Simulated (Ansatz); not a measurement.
## Tc of TiTe2 (P-3m1) from its phonons

What Tc do the phonons of TiTe2 (P-3m1) give, and how does it depend on μ*? The cell shown first is a relaxed one, from steps not shown here.

Main program and level: Ansatz 0.2.0; DFT PBE, scalar-relativistic, plane waves, PAW; PAW set soft_1.

### Step 1. The cell after earlier relaxation steps

The structure is trigonal, space group P-3m1 (No. 164). Conventional cell: a = 3.780 Å, b = 3.780 Å, c = 6.773 Å, α = 90.00°, β = 90.00°, γ = 120.00°. Nearest to Ti lie 6 Te at 2.78 Å. Nearest to Te lie 3 Ti at 2.78 Å. Farther neighbours and most contacts between anions are not listed.

### Step 2. Coupling and resistivity: q 3×3×1, k 6×6×3, scattering 12×12×8

The run that gives the couplings also evaluates McMillan's and Allen and Dynes's formulas and, where asked, the Eliashberg equations, over a range of μ*.

Input file input.yaml:

```yaml
crystal:
  lattice:
    - [3.7801021787, 0.0, 0.0]
    - [-1.8900510893, 3.2736645157, 0.0]
    - [0.0, 0.0, 6.7728417163]
  atoms:
    - { symbol: Ti, position: [0.0, 0.0, 0.0] }
    - { symbol: Te, position: [0.6666666667, 0.3333333333, 0.2541967521] }
    - { symbol: Te, position: [0.3333333333, 0.6666666667, 0.7458032479] }
kpoints:
  mp_grid: { grid: [6, 6, 3] }
hamiltonian:
  xc: pbe
  pseudopotentials: { kind: paw, azcp: { folder: soft_1 } }
scf:
  occupations: { method: methfessel_paxton, width: 0.2 }
output:
  eigenvalues: true
phonons:
  method: dfpt
  qmesh: [3, 3, 1]
  temperatures: { t_max: 1000, t_step: 50 }
  qpath:
    path:
      - [[0.0, 0.0, 0.0], [0.5, 0.0, 0.0], [0.33333333, 0.33333333, 0.0], [0.0, 0.0, 0.0], [0.0, 0.0, 0.5], [0.5, 0.0, 0.5], [0.33333333, 0.33333333, 0.5], [0.0, 0.0, 0.5]]
      - [[0.5, 0.0, 0.5], [0.5, 0.0, 0.0]]
      - [[0.33333333, 0.33333333, 0.5], [0.33333333, 0.33333333, 0.0]]
    npoints: 10
  electrical_resistivity:
    mesh: [12, 12, 8]
    temperatures: [20.0, 50.0, 77.0, 100.0, 150.0, 200.0, 300.0, 400.0, 600.0, 800.0]
  superconductivity: { mesh: [12, 12, 8] }
```

Launch:

```sh
ansatz run input.yaml --threads 4 --pin off --max-ram 12288MiB --backend cpu --events-out ev --progress --plain --runs-dir out
```

Numbers of over 12 decimals in the logs are rounded to 6 here.

Log:

```text
Engine: ansatz 0.2.0, aarch64-unknown-linux-gnu
Pseudopotentials: kind: paw
Pseudopotential: Ti, paw, valence charge 12, recommended cutoff 420 eV (normal), soft_1/Ti.paw.azcp
Pseudopotential: Te, paw, valence charge 16, recommended cutoff 420 eV (normal), soft_1/Te.paw.azcp
Functional definition: PBE
  parameter kappa = 0.804
  parameter beta = 0.066725
  exchange = pbe_x(kappa = kappa, mu = beta*pi^2/3)
  correlation = pbe_c(beta = beta)
Crystal: 3 atoms, lattice volume = 83.812 Å³
Basis set: ecut = 420 eV, 1619 PW (Γ), exchange–correlation on 54×54×96 points (8 copies of the dense FFT grid, shifted against one another)
Bands: 27, of which v1, the nominal top of the filled ones, is band 22 counted from 1 (21 counted from 0)
Symmetry: 12 space group operations
k-points: 17 of 108
Non-local potential: Ti, projectors of the file, l = 0: 3, l = 1: 2, l = 2: 3, l = 3: 1
Non-local potential: Te, projectors of the file, l = 0: 2, l = 1: 2, l = 2: 2, l = 3: 1
PAW form: soft (Blöchl's): semilocal exchange-correlation on the pseudo side does not see the compensation charge
PAW one-centre angular grid: Ti, 590 points (default); XC on 64 Gauss nodes
PAW one-centre angular grid: Te, 590 points (default); XC on 64 Gauss nodes
Initial density: superposition of atomic densities (chi_scale 0.1, normalization cell, long waves kept (reshape's long-wave potential 0.07 eV rms))
Initial wavefunctions: pseudopotential atomic-orbital guess
Functional: x = pbe(κ = 0.804, μ = 0.219515), c = pbe(β = 0.066725)
SCF iter   1: F=—  HF=-16464.831375 eV  |F-HF|=—  |Δ(HF+E_count)|=         —  Δρ=1.35e-1  dr2=4.44e1  ethr=3.10e-3  ⟨swp⟩=5.8  Hψ=1935  notcnv=0
preconditioner: auto → LDOS  [metal: Δε(μ)=0.071 eV  Ē_g=5.461 eV  σ=0.200 eV  W_gap=0.29  n_scr=22 (ndim 8)  ℏωp=16.2 eV  f_vac=0.010  D(μ)=3.36/eV (n_scr^D=34)  β→1.0]
SCF iter   2: F=—  HF=-16462.187910 eV  |F-HF|=—  |Δ(HF+E_count)|=    2.64e0  S|Δr|=    0.00e0  Δρ=4.99e-2  dr2=2.97e0  ethr=3.10e-3  ⟨swp⟩=4.8  Hψ=1232  notcnv=0  defer=2
SCF iter   3: F=—  HF=-16461.911165 eV  |F-HF|=—  |Δ(HF+E_count)|=   2.77e-1  S|Δr|=    0.00e0  Δρ=1.30e-2  dr2=4.26e-1  ethr=3.10e-3  ⟨swp⟩=2.8  Hψ=850  notcnv=0  defer=1
SCF iter   4: F=—  HF=-16461.873743 eV  |F-HF|=—  |Δ(HF+E_count)|=   3.74e-2  S|Δr|=    0.00e0  Δρ=6.39e-3  dr2=5.05e-2  ethr=9.67e-4  ⟨swp⟩=2.2  Hψ=724  notcnv=0  defer=1
SCF iter   5: F=—  HF=-16461.866796 eV  |F-HF|=—  |Δ(HF+E_count)|=   6.95e-3  S|Δr|=    0.00e0  Δρ=1.95e-3  dr2=5.45e-3  ethr=1.15e-4  ⟨swp⟩=2.2  Hψ=576  notcnv=0  defer=1
SCF iter   6: F=—  HF=-16461.866580 eV  |F-HF|=—  |Δ(HF+E_count)|=   2.16e-4  S|Δr|=    0.00e0  Δρ=2.23e-4  dr2=2.15e-5  ethr=1.24e-5  ⟨swp⟩=1.4  Hψ=472  notcnv=0  defer=1
SCF iter   7: F=—  HF=-16461.866592 eV  |F-HF|=—  |Δ(HF+E_count)|=   1.23e-5  S|Δr|=    0.00e0  Δρ=6.78e-5  dr2=6.69e-6  ethr=4.88e-8  ⟨swp⟩=2.1  Hψ=675  notcnv=0  defer=1
SCF iter   8: F=—  HF=-16461.866591 eV  |F-HF|=—  |Δ(HF+E_count)|=   8.78e-7  S|Δr|=    0.00e0  Δρ=1.76e-5  dr2=4.47e-7  ethr=1.52e-8  ⟨swp⟩=1.2  Hψ=461  notcnv=0  defer=1
SCF iter   9: F=—  HF=-16461.866593 eV  |F-HF|=—  |Δ(HF+E_count)|=   2.15e-6  S|Δr|=    0.00e0  Δρ=4.04e-6  dr2=2.02e-8  ethr=1.02e-9  ⟨swp⟩=1.7  Hψ=576  notcnv=0  defer=1
SCF iter  10: F=—  HF=-16461.866593 eV  |F-HF|=—  |Δ(HF+E_count)|=   1.50e-9  S|Δr|=    0.00e0  Δρ=5.71e-7  dr2=2.67e-10  ethr=4.59e-11  ⟨swp⟩=2.6  Hψ=770  notcnv=0  defer=1
[...]
SCF 1 converged in 12 iterations: F = -16461.866593 eV  dr2 = 2.04e-12
  greatest PAW one-centre occupation: 0.999 electrons in one spin orbital (limit 2), on the Ti atom at site 0 (counted from 0), in its partial waves of l = 0
phonons: the bands overlap, so this run is a metal and interpolates without the dipole-dipole term. If the crystal is really an insulator or semiconductor, its LO-TO splitting is missing
NSCF: frozen V_eff on 17 k-points
NSCF: frozen V_eff on 34 k-points
DFPT response loops at q = (0, 0, 0) (fractional): preconditioner auto → Kerker (q_TF=auto, 2.450 Å⁻¹) (partly filled bands, converged f_vac=0.023); β = 1.00, the filter's whole step (`scf.mixing.beta` (0.50) is not read by the response loops under this deck's `scf.mixing.preconditioner`; to damp them name `kerker` or `kerker_dos`, under which they read `scf.mixing.beta`, and type it under 1.00, their step now; both keys bind the ground state too); Broyden in place of MSR1
NSCF: frozen V_eff on 126 k-points
DFPT response loops at q = (0, 0.333333, 0) (fractional): mixed as the last ones told, above
NSCF: frozen V_eff on 114 k-points
DFPT response loops at q = (0.333333, 0.333333, 0) (fractional): mixed as the last ones told, above
[...]
SCF iter   3: F=—  HF=-16461.911165 eV  |F-HF|=—  |Δ(HF+E_count)|=   2.77e-1  S|Δr|=    0.00e0  Δρ=1.30e-2  dr2=4.26e-1  ethr=3.10e-3  ⟨swp⟩=2.8  Hψ=850  notcnv=0  defer=1
SCF iter   4: F=—  HF=-16461.873743 eV  |F-HF|=—  |Δ(HF+E_count)|=   3.74e-2  S|Δr|=    0.00e0  Δρ=6.39e-3  dr2=5.05e-2  ethr=9.67e-4  ⟨swp⟩=2.2  Hψ=724  notcnv=0  defer=1
SCF iter   5: F=—  HF=-16461.866796 eV  |F-HF|=—  |Δ(HF+E_count)|=   6.95e-3  S|Δr|=    0.00e0  Δρ=1.95e-3  dr2=5.45e-3  ethr=1.15e-4  ⟨swp⟩=2.2  Hψ=576  notcnv=0  defer=1
[...]
150.00      5.4321e1              no      2.9743e1      2.9743e1      1.0348e2        5.8093e1          5.1176e1
    200.00      7.3557e1              no      4.1777e1      4.1777e1      1.3712e2        7.7765e1          6.8991e1
    300.00      1.0484e2              no      6.3727e1      6.3727e1      1.8707e2        1.1041e2          9.7656e1
    400.00      1.3076e2              no      8.3720e1      8.3720e1      2.2483e2        1.3834e2          1.2119e2
    600.00      1.7410e2              no      1.1948e2      1.1948e2      2.8334e2        1.8719e2          1.6038e2
    800.00      2.1041e2              no      1.5109e2      1.5109e2      3.2903e2        2.3048e2          1.9320e2
  mean free path at 20 K (of a tensor a third of its trace): 2307 nm by what each carries, 1562 by the Fermi surface alone
  mean free path at 50 K (of a tensor a third of its trace): 91.7 nm by what each carries, 68.5 by the Fermi surface alone
  mean free path at 77 K (of a tensor a third of its trace): 30.9 nm by what each carries, 25.2 by the Fermi surface alone
  Hall coefficient in a weak field at 77 K (a third of the trace): 3.796e-10 m³/C (as a tensor it moves by 48.0 % between the two finest meshes); by each state's relaxation time: (none: it, or that of a finer mesh, parts from a neighbouring mesh's by over half of the finer one's); by a constant relaxation time: 4.949e-10 m³/C
  mean free path at 100 K (of a tensor a third of its trace): 18.8 nm by what each carries, 15.9 by the Fermi surface alone
  mean free path at 150 K (of a tensor a third of its trace): 10.4 nm by what each carries, 9.09 by the Fermi surface alone
  mean free path at 200 K (of a tensor a third of its trace): 7.56 nm by what each carries, 6.59 by the Fermi surface alone
  mean free path at 300 K (of a tensor a third of its trace): 5.26 nm by what each carries, 4.48 by the Fermi surface alone
  mean free path at 400 K (of a tensor a third of its trace): 4.23 nm by what each carries, 3.52 by the Fermi surface alone
  mean free path at 600 K (of a tensor a third of its trace): 3.20 nm by what each carries, 2.58 by the Fermi surface alone
  mean free path at 800 K (of a tensor a third of its trace): 2.65 nm by what each carries, 2.11 by the Fermi surface alone
  Hall coefficient in a weak field at 800 K (a third of the trace): (none: it, or that of a finer mesh, parts from a neighbouring mesh's by over half of the finer one's) (as a tensor it moves by 53.2 % between the two finest meshes); by each state's relaxation time: 5.282e-10 m³/C; by a constant relaxation time: 5.243e-10 m³/C
  the resistivity times a path that all electrons share, by the Fermi surface of the deck's mesh alone (a third of the trace): 4.729e-15 Ω·m²
  not converged in the mesh (λ; λ_tr; the resistivity at 20 K by 26.44 %; the resistivity at 50 K by 78.56 %; the resistivity at 77 K by 75.43 %; the resistivity at 100 K by 72.69 %; the resistivity at 150 K by 67.88 %; the resistivity at 200 K by 67.40 %; the resistivity at 300 K by 64.63 %; the resistivity at 400 K by 63.63 %; the resistivity at 600 K by 62.41 %; the resistivity at 800 K by 59.86 %): between neighb [...]
  vibrations of 9 cells: unjudged by the run; compare a larger repeat
  the changes of the potential over all sites missed a rigid shift's by 0.00 % (the site terms' by 0.01 %)
  between the force constants' wavevectors the phonons are obtained by Fourier interpolation alone: along a vector of fewer than three repeats the shortest translation of the supercell is 6.773 Å, and under 7.500 Å the phonon self-energy is left out by default: enlarge phonons.supercell (under dfpt, phonons.qmesh)
--- Superconductivity: potentials and phonons of a 3×3×1 supercell ---
           mesh         λ    ħω_log (meV)  μ* declared at (meV)
        12×12×8    0.3098          14.096               16.616
          6×6×4    0.2808          14.649               16.898
  λ by the species' shares of the modes' patterns: Ti 0.1352, Te 0.1746
  with the Fermi level up to 33.0 meV (the hardest mode) off, states and modes as they are: density of states 0.6793 to 1.5558 /eV of one spin and cell, λ 0.2901 to 0.3881
  transition temperature on the deck's mesh (K), isotropic and anisotropic, restricted to the Fermi surface (FSR) and over the full bandwidth (FBW), and the last with the density of states resolved in a narrower window:
        μ*   McMillan   Allen–Dynes      iso. FSR      iso. FBW    aniso. FSR    aniso. FBW  narrow window
      0.08      0.237         0.240         0.216         0.216         0.385         0.385          0.385
      0.10      0.107         0.108    none_found    none_found         0.209         0.208          0.209
      0.12      0.039         0.039    none_found    none_found         0.102         0.100          0.101
      0.13      0.021         0.021    none_found    none_found    none_found    none_found     none_found
      0.14      0.010         0.010    none_found    none_found    none_found    none_found     none_found
      0.16      0.001         0.001    none_found    none_found    none_found    none_found     none_found
      0.20      0.000         0.000    none_found    none_found    none_found    none_found     none_found
  none_found: no transition down to 0.1 K
  isotope coefficients −∂ln Tc/∂ln M under μ* = 0.13, the force constants as they are, of the isotropic transitions restricted to the Fermi surface and over the full bandwidth: Ti - and -, Te - and -
  gaps at the Fermi level over the full bandwidth under μ* = 0.1, 0.052 K: 0.010 to 0.051 meV
  not converged in the mesh (λ): between neighbouring meshes, the two finest first, λ moves by 9.35 % and the anisotropic transition temperature over the full bandwidth at μ* = 0.13 by nothing (neither mesh has one); converged means that the two finest part by at most 2.00 % and 5.00 %
  vibrations of 9 cells: unjudged by the run; compare a larger repeat
  the changes of the potential over all sites missed a rigid shift's by 0.00 % (the site terms' by 0.01 %)
  between the force constants' wavevectors the phonons are obtained by Fourier interpolation alone: along a vector of fewer than three repeats the shortest translation of the supercell is 6.773 Å, and under 7.500 Å the phonon self-energy is left out by default: enlarge phonons.supercell (under dfpt, phonons.qmesh)
[key lines of the parts left out:]
SCF converged after 12 iterations
Free energy (F): -16461.866593 eV
Fermi energy:    9.541144 eV
```

Wall time 96 s (4 threads of Arm Neoverse V1, shared host); peak memory 0.96 GiB; 6 min of CPU time.

Reading the cycles: dr2 is the Hartree energy of the density residual (eV), the measure of convergence; HF is the Harris–Foulkes estimate of the energy, which meets the free energy F at convergence.

This step gave:

- volume per atom: 27.94 Å³/atom
- metallic on mesh: yes
- gap on the k-mesh: 0 eV
- zero point energy: 0.07099 eV/cell
- share of imaginary modes in the plain interpolation between solved wavevectors: 0
- highest frequency, solved or plainly interpolated: 265.8 cm⁻¹
- Debye temperature (second moment): 260 K
- resistivity at 300 K: 104.8 μΩ cm, mean of the axes
- coupling constant λ: 0.3098
- density of states at the Fermi level: 0.7429 states/eV a spin and cell
- log mean phonon energy ħω_log: 14.1 meV
- transport coupling constant λ_tr: 0.4919, 0.4919, 0.3375 (xx, yy, zz)
- Drude plasma energy: 2.895, 2.895, 1.22 eV (xx, yy, zz)
- resistivity times mean free path: 28.27, 28.27, 85.33 × 10⁻¹⁶ Ω m² (xx, yy, zz)
- second-moment phonon energy ħω₂: 16.62 meV

An empty cell: under 1 mK by a formula, or no transition down to the floor of the Eliashberg search. Transition temperatures:

```tsv
μ*	McMillan Tc (K)	Allen–Dynes Tc (K)	isotropic Fermi-surface Tc (K)	isotropic full bandwidth Tc (K)	anisotropic Fermi-surface Tc (K)	anisotropic full bandwidth Tc (K)	anisotropic narrow window Tc (K)
0.08	0.237	0.24	0.216	0.216	0.385	0.385	0.385
0.1	0.107	0.108	-	-	0.209	0.208	0.209
0.12	0.0386	0.0389	-	-	0.102	0.1	0.101
0.13	0.0206	0.0207	-	-	-	-	-
0.14	0.00987	0.00995	-	-	-	-	-
0.16	0.00146	0.00147	-	-	-	-	-
0.2	-	-	-	-	-	-	-
```

The Eliashberg function α²F has structure finer than the step of the table below, so its rows give means over 1 meV, whole bins alone (the curve runs from 0.129 to 32.8 meV). Peaks (meV: height): α²F 10.4: 0.150, 13.8: 0.342, 15.3: 0.520, 17.6: 0.177, 21.8: 0.122, 24.8: 0.173, 29.2: 0.129; α²F tr 13.8: 0.447, 15.3: 0.923, 17.6: 0.268, 23.0: 0.252, 24.8: 0.250, 30.8: 0.182.

Eliashberg function α²F against phonon energy; means over each step:

```tsv
phonon energy (meV)	α²F	α²F tr
1	8.1e-5	7.7e-5
2	0.00122	0.00106
3	0.00410	0.00417
4	0.00781	0.00992
5	0.0117	0.0165
6	0.0161	0.0228
7	0.0225	0.0308
8	0.0275	0.0368
9	0.0412	0.0519
10	0.104	0.125
11	0.120	0.152
12	0.107	0.138
13	0.107	0.139
14	0.198	0.261
15	0.245	0.417
16	0.145	0.238
17	0.153	0.233
18	0.165	0.248
19	0.0988	0.143
20	0.0596	0.0757
21	0.0380	0.0387
22	0.109	0.118
23	0.106	0.229
24	0.0748	0.164
25	0.136	0.192
26	0.0470	0.0596
27	0.00260	0.00280
28	0.0122	0.0126
29	0.0832	0.100
30	0.0964	0.128
31	0.0520	0.0841
32	0.00963	0.0127
```

The Eliashberg function α²F has structure finer than the step of the table below, so its rows give means over 1 meV, whole bins alone (the curve runs from 0.129 to 32.8 meV). Peaks (meV: height): α²F 10.4: 0.150, 13.8: 0.342, 15.3: 0.520, 17.6: 0.177, 21.8: 0.122, 24.8: 0.173, 29.2: 0.129; Ti 15.3: 0.404, 18.2: 0.119, 21.8: 0.096, 24.8: 0.136, 29.2: 0.109; Te 10.4: 0.131, 13.8: 0.305, 15.3: 0.115.

Eliashberg function α²F against phonon energy; means over each step:

```tsv
phonon energy (meV)	α²F	Ti	Te
1	8.1e-5	4.2e-6	7.7e-5
2	0.00122	2.3e-4	0.00101
3	0.00410	6.7e-4	0.00341
4	0.00781	0.00137	0.00645
5	0.0117	0.00209	0.00959
6	0.0161	0.00299	0.0131
7	0.0225	0.00437	0.0181
8	0.0275	0.00542	0.0220
9	0.0412	0.00674	0.0345
10	0.104	0.0124	0.0914
11	0.120	0.0147	0.105
12	0.107	0.00748	0.0999
13	0.107	0.00487	0.102
14	0.198	0.0189	0.179
15	0.245	0.156	0.0888
16	0.145	0.0945	0.0505
17	0.153	0.106	0.0474
18	0.165	0.113	0.0519
19	0.0988	0.0700	0.0288
20	0.0596	0.0441	0.0156
21	0.0380	0.0295	0.00849
22	0.109	0.0852	0.0242
23	0.106	0.0814	0.0249
24	0.0748	0.0575	0.0172
25	0.136	0.108	0.0289
26	0.0470	0.0380	0.00900
27	0.00260	0.00214	4.5e-4
28	0.0122	0.0103	0.00185
29	0.0832	0.0706	0.0126
30	0.0964	0.0831	0.0133
31	0.0520	0.0452	0.00684
32	0.00963	0.00793	0.00169
```

Anisotropic full-bandwidth solution, weighted at the Fermi level. Gaps:

```tsv
mu*	T (K)	mean gap (meV)	5 % (meV)	95 % (meV)	mean Z
0.1	0.052	0.0271	0.0196	0.0431	1.31
0.1	0.104	0.0255	0.0184	0.0404	1.31
0.1	0.156	0.0202	0.0147	0.0319	1.31
0.1	0.187	0.0136	0.00994	0.0213	1.31
```

Table of share of the Fermi-level states by lambda of a state:

```tsv
lambda of a state	share of the Fermi-level states
0.181	4.0e-4
0.199	0.0066
0.218	0.380
0.237	0.129
0.255	1.0e-4
0.274	1.0e-4
0.293	0.0038
0.311	0.0135
0.330	0.0092
0.348	0.106
0.367	0.0904
0.386	0.0569
0.404	0.0307
0.423	0.0507
0.441	0.0332
0.460	0.0017
0.479	0.0181
0.497	0.0174
0.516	0.0332
0.535	0.0157
0.553	0.002
0.572	7.0e-4
0.590	0
0.609	0
```

### Step 3. What came out

| Property | Result |
| --- | --- |
| meshes | q 3×3×1, k 6×6×3, scattering 12×12×8 |
| coupling constant λ | 0.310 |
| log mean phonon energy ħω_log | 14.1 meV |
| Allen–Dynes Tc at μ* = 0.1 | 0.108 K |
| Allen–Dynes Tc at μ* = 0.13 | 0.0207 K |
| anisotropic Eliashberg Tc at μ* = 0.1 | 0.208 K |

**Reading.** In the last run (PBE, q 3×3×1, k 6×6×3, scattering 12×12×8), with λ = 0.31 and ħω_log = 14.1 meV, Tc at μ* = 0.13 is 0.021 K by McMillan's formula and 0.021 K by Allen and Dynes's. Raising μ* from 0.10 to 0.16 lowers the Allen–Dynes value from 0.11 to 0.0015 K. By the run's own test λ is not converged in the fine mesh: it moves by 9 % between the two finest. The run's transport test calls it not converged in the mesh; ρ(300 K) moves by 65 % in the component that moves most. These meshes are coarse. The q mesh has one point along an axis, so branches along it are rough. The crystal may be a metal at this level alone.  μ* is a typed number, phonons are harmonic, and spin fluctuations are left out; at μ* = 0.13 McMillan's formula turns 1 % in λ into about 14 % in Tc.

[Logs are printed without paths, hosts, clocks, repeated set-up lines and the standing remarks that a program may print on its own settings, such as how far it seeks lower states.]

[Hosts, paths, dates, database ids (printed as entryN), source tags and the programs' standing remarks are cut or masked in the printed files.]
